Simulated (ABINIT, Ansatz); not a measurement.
# KTaO3 (Pm-3m): Raman and infrared activity, part 3 of 4

Aim: Raman and infrared lines of KTaO3 (Pm-3m).

ABINIT 10.8.3; DFT LDA, scalar-relativistic, plane waves, PseudoDojo norm-conserving pseudopotentials.

So far, mean static dielectric tensor (ions relaxed, fixed cell): step 7 (zone-centre analysis) 150. The relaxed cell has a = 3.939 Å (conventional setting).

## 8. Sum rules set otherwise (asr 0)

Without the rule the raw error of the acoustic modes shows.

anaddb.abi

```
ddb_filepath "gamma_DDB"
output_file "anaddb.abo"
outdata_prefix "anaddb"
asr 0
chneut 0
enunit 2
eivec 1
nph1l 1
qph1l 0.0 0.0 0.0 1.0
dieflag 1
nph2l 3
qph2l 
    1.0 0.0 0.0 0.0
    0.0 0.0 1.0 0.0
    1.0 1.0 1.0 0.0
nlflag 1
ramansr 1
alphon 1
prtmbm 1
```

mrgddb.in

```
gamma_DDB
merged
3
dfpt_gammao_DS2_DDB
dfpt_gammao_DS3_DDB
gso_DDB
```

The run is started by

```console
$ mrgddb < mrgddb.in > mrgddb.log
$ OMP_NUM_THREADS=1 anaddb anaddb.abi > anaddb.log
```

anaddb.abo, the main output file:

```text
[banners, grids, parts of the stress and lines that vanish by symmetry left out]
-outvars_anaddb: echo values of input variables ----------------------

 Flags :
[...]
Dielectric Tensor and Effective Charges
[...]
Effective charge tensors after
[...]
1          1       -0.000000000       -0.000000000       -0.000000000
[...]
1          2       -0.000000000       -0.000000000       -0.000000000
[...]
1          3       -0.000000000       -0.000000000       -0.000000000
[...]
2          1       -0.000000000       -0.000000000       -0.000000000
[...]
2          2       -0.000000000       -0.000000000       -0.000000000
[...]
2          3       -0.000000000       -0.000000000       -0.000000000
[...]
3          1       -0.000000000       -0.000000000       -0.000000000
[...]
3          2       -0.000000000       -0.000000000       -0.000000000
[...]
3          3       -0.000000000       -0.000000000       -0.000000000
[...]
4          1       -0.000000000       -0.000000000       -0.000000000
[...]
4          2       -0.000000000       -0.000000000       -0.000000000
[...]
4          3       -0.000000000       -0.000000000       -0.000000000
[...]
5          1       -0.000000000       -0.000000000       -0.000000000
[...]
5          2       -0.000000000       -0.000000000       -0.000000000
[...]
5          3       -0.000000000       -0.000000000       -0.000000000
[...]
Phonon wavevector (reduced coordinates) :  0.00000  0.00000  0.00000
 Phonon energies in Hartree :
[...]
Phonon energies in meV     :
- -1.687896E-01 -1.687895E-01 -1.687895E-01  1.319865E+01  1.319865E+01
-  1.319865E+01  2.292026E+01  2.292026E+01  2.292026E+01  3.137855E+01
-  3.137855E+01  3.137855E+01  6.877337E+01  6.877337E+01  6.877337E+01
 Phonon frequencies in cm-1    :
- -1.361380E+00 -1.361379E+00 -1.361379E+00  1.064543E+02  1.064543E+02
-  1.064543E+02  1.848644E+02  1.848644E+02  1.848644E+02  2.530850E+02
-  2.530850E+02  2.530850E+02  5.546946E+02  5.546946E+02  5.546946E+02
 Phonon frequencies in Thz     :
- -4.081313E-02 -4.081313E-02 -4.081312E-02  3.191419E+00  3.191419E+00
-  3.191419E+00  5.542095E+00  5.542095E+00  5.542095E+00  7.587299E+00
-  7.587299E+00  7.587299E+00  1.662933E+01  1.662933E+01  1.662933E+01
 Phonon energies in Kelvin  :
- -1.958721E+00 -1.958721E+00 -1.958721E+00  1.531640E+02  1.531640E+02
-  1.531640E+02  2.659786E+02  2.659786E+02  2.659786E+02  3.641329E+02
-  3.641329E+02  3.641329E+02  7.980818E+02  7.980818E+02  7.980818E+02
[...]
-  1  0.00000000E+00  0.00000000E+00  1.43072883E-03
-     0.00000000E+00  0.00000000E+00  0.00000000E+00
-  2  0.00000000E+00  0.00000000E+00  1.43024155E-03
-     0.00000000E+00  0.00000000E+00  0.00000000E+00
-  3  0.00000000E+00  0.00000000E+00  1.43201624E-03
-     0.00000000E+00  0.00000000E+00  0.00000000E+00
-  4  0.00000000E+00  0.00000000E+00  1.43201624E-03
-     0.00000000E+00  0.00000000E+00  0.00000000E+00
-  5  0.00000000E+00  0.00000000E+00  1.43141396E-03
-     0.00000000E+00  0.00000000E+00  0.00000000E+00
[...]
-  1  0.00000000E+00 -1.43072883E-03  0.00000000E+00
-     0.00000000E+00  0.00000000E+00  0.00000000E+00
-  2  0.00000000E+00 -1.43024155E-03  0.00000000E+00
-     0.00000000E+00  0.00000000E+00  0.00000000E+00
-  3  0.00000000E+00 -1.43201624E-03  0.00000000E+00
-     0.00000000E+00  0.00000000E+00  0.00000000E+00
-  4  0.00000000E+00 -1.43141396E-03  0.00000000E+00
-     0.00000000E+00  0.00000000E+00  0.00000000E+00
-  5  0.00000000E+00 -1.43201624E-03  0.00000000E+00
-     0.00000000E+00  0.00000000E+00  0.00000000E+00
[...]
-  1  1.43072883E-03  0.00000000E+00  0.00000000E+00
-     0.00000000E+00  0.00000000E+00  0.00000000E+00
-  2  1.43024155E-03  0.00000000E+00  0.00000000E+00
-     0.00000000E+00  0.00000000E+00  0.00000000E+00
-  3  1.43141396E-03  0.00000000E+00  0.00000000E+00
-     0.00000000E+00  0.00000000E+00  0.00000000E+00
-  4  1.43201624E-03  0.00000000E+00  0.00000000E+00
-     0.00000000E+00  0.00000000E+00  0.00000000E+00
[...]
-  4  2.12510035E-03  0.00000000E+00  0.00000000E+00
[...]
-  5  2.12510035E-03  0.00000000E+00  0.00000000E+00
[...]
-     1         -0.000000    -0.000000     0.005808     0.005808
-     2         -0.000000    -0.005808     0.000000     0.005808
[...]
-    14         -0.000000     4.369209     0.000000     4.369209
-    15          4.369209    -0.000000     0.000000     4.369209
[...]
-   1     Real    0.0000E+00  0.0000E+00  3.4554E-10  0.0000E+00  0.0000E+00  0.0000E+00  3.4554E-10
[...]
-   2     Real    0.0000E+00  3.4554E-10  0.0000E+00  0.0000E+00  0.0000E+00  0.0000E+00  3.4554E-10
[...]
-   3     Real    3.4554E-10  0.0000E+00  0.0000E+00  0.0000E+00  0.0000E+00  0.0000E+00  3.4554E-10
[...]
-   4     Real    0.0000E+00  0.0000E+00  1.0390E-03  0.0000E+00  0.0000E+00  0.0000E+00  1.0390E-03
[...]
-   5     Real    0.0000E+00  1.0390E-03  0.0000E+00  0.0000E+00  0.0000E+00  0.0000E+00  1.0390E-03
[...]
-   6     Real    1.0390E-03  0.0000E+00  0.0000E+00  0.0000E+00  0.0000E+00  0.0000E+00  1.0390E-03
[...]
-   7     Real    0.0000E+00  0.0000E+00  1.5093E-04  0.0000E+00  0.0000E+00  0.0000E+00  1.5093E-04
[...]
-   8     Real    0.0000E+00  1.5093E-04  0.0000E+00  0.0000E+00  0.0000E+00  0.0000E+00  1.5093E-04
[...]
-   9     Real    1.5093E-04  0.0000E+00  0.0000E+00  0.0000E+00  0.0000E+00  0.0000E+00  1.5093E-04
[...]
-  10     Real    0.0000E+00  0.0000E+00  0.0000E+00  0.0000E+00  0.0000E+00  0.0000E+00  0.0000E+00
[...]
-  11     Real    0.0000E+00  0.0000E+00  0.0000E+00  0.0000E+00  0.0000E+00  0.0000E+00  0.0000E+00
[...]
-  12     Real    0.0000E+00  0.0000E+00  0.0000E+00  0.0000E+00  0.0000E+00  0.0000E+00  0.0000E+00
[...]
-  13     Real    0.0000E+00  0.0000E+00  6.5384E-04  0.0000E+00  0.0000E+00  0.0000E+00  6.5384E-04
[...]
-  14     Real    0.0000E+00  6.5384E-04  0.0000E+00  0.0000E+00  0.0000E+00  0.0000E+00  6.5384E-04
[...]
-  15     Real    6.5384E-04  0.0000E+00  0.0000E+00  0.0000E+00  0.0000E+00  0.0000E+00  6.5384E-04
[...]
-         0.000000000       0.000000000       0.000000000
-         0.000000000       0.000000000       0.000000000
-         0.000000000       0.000000000       0.000000000
[...]
-         0.000000000       0.000000000       0.000000000
-         0.000000000       0.000000000       0.000000000
-         0.000000000       0.000000000       0.000000000
[...]
Phonon at Gamma, with non-analyticity in the
[...]
Phonon energies in Hartree :
[...]
Phonon energies in meV     :
- -1.687896E-01 -1.687895E-01 -1.686349E-01  1.319865E+01  1.319865E+01
-  2.181537E+01  2.292026E+01  2.292026E+01  3.137855E+01  3.137855E+01
-  3.137855E+01  4.981910E+01  6.877337E+01  6.877337E+01  1.013299E+02
 Phonon frequencies in cm-1    :
- -1.361380E+00 -1.361379E+00 -1.360133E+00  1.064543E+02  1.064543E+02
[...]
Phonon frequencies in Thz     :
[...]
Phonon energies in Kelvin  :
[...]
-  1  0.00000000E+00  0.00000000E+00  1.43072883E-03
[...]
-  2  0.00000000E+00  0.00000000E+00  1.43024155E-03
[...]
-  3  0.00000000E+00  0.00000000E+00  1.43201624E-03
[...]
-  4  0.00000000E+00  0.00000000E+00  1.43201624E-03
[...]
Phonon at Gamma, with non-analyticity in the
[...]
Phonon energies in Hartree :
[...]
Phonon energies in meV     :
[...]
Phonon frequencies in cm-1    :
[...]
Phonon frequencies in Thz     :
[...]
Phonon energies in Kelvin  :
[...]
Phonon at Gamma, with non-analyticity in the
[...]
Phonon energies in Hartree :
[...]
Phonon energies in meV     :
[...]
Phonon frequencies in cm-1    :
[...]
Phonon frequencies in Thz     :
[...]
Phonon energies in Kelvin  :
[...]
-  2.531569E+02  2.659786E+02  2.659786E+02  3.641329E+02  3.641329E+02
-  3.641329E+02  5.781266E+02  7.980818E+02  7.980818E+02  1.175885E+03
[...]
-  4  1.70594697E-03  2.66392320E-03 -5.78502288E-04
[...]
-  5  1.70594697E-03 -1.12744468E-03  1.36688361E-03
[...]
-         0.000000000       0.000000000       0.000000000
-         0.000000000       0.000000000       0.000000000
[...]
Direction                     Dielectric constant
[...]
0.00000   0.00000   1.00000    149.52468751
   1.00000   1.00000   1.00000    149.52468750
-
```

The job ended after 1.2 s (1 thread of Arm Neoverse V2, shared host).

Numbers from this step:

- mean static dielectric constant: 149.5

Zone-centre frequencies as printed; negative means imaginary. Modes:

```
mode  frequency (cm⁻¹)
   1             -1.36
   2             -1.36
   3             -1.36
   4             106.5
   5             106.5
   6             106.5
   7             184.9
   8             184.9
   9             184.9
  10             253.1
  11             253.1
  12             253.1
  13             554.7
  14             554.7
  15             554.7
```

[end of part 3 of 4]

[Host names and launcher messages were left out of these logs when they were recorded.]

[Logs are printed without paths, hosts, clocks, repeated set-up lines and the standing remarks that a program may print on its own settings, such as how far it seeks lower states.]

[Hosts, paths, dates, database ids (printed as entryN), source tags and the programs' standing remarks are cut or masked in the printed files.]
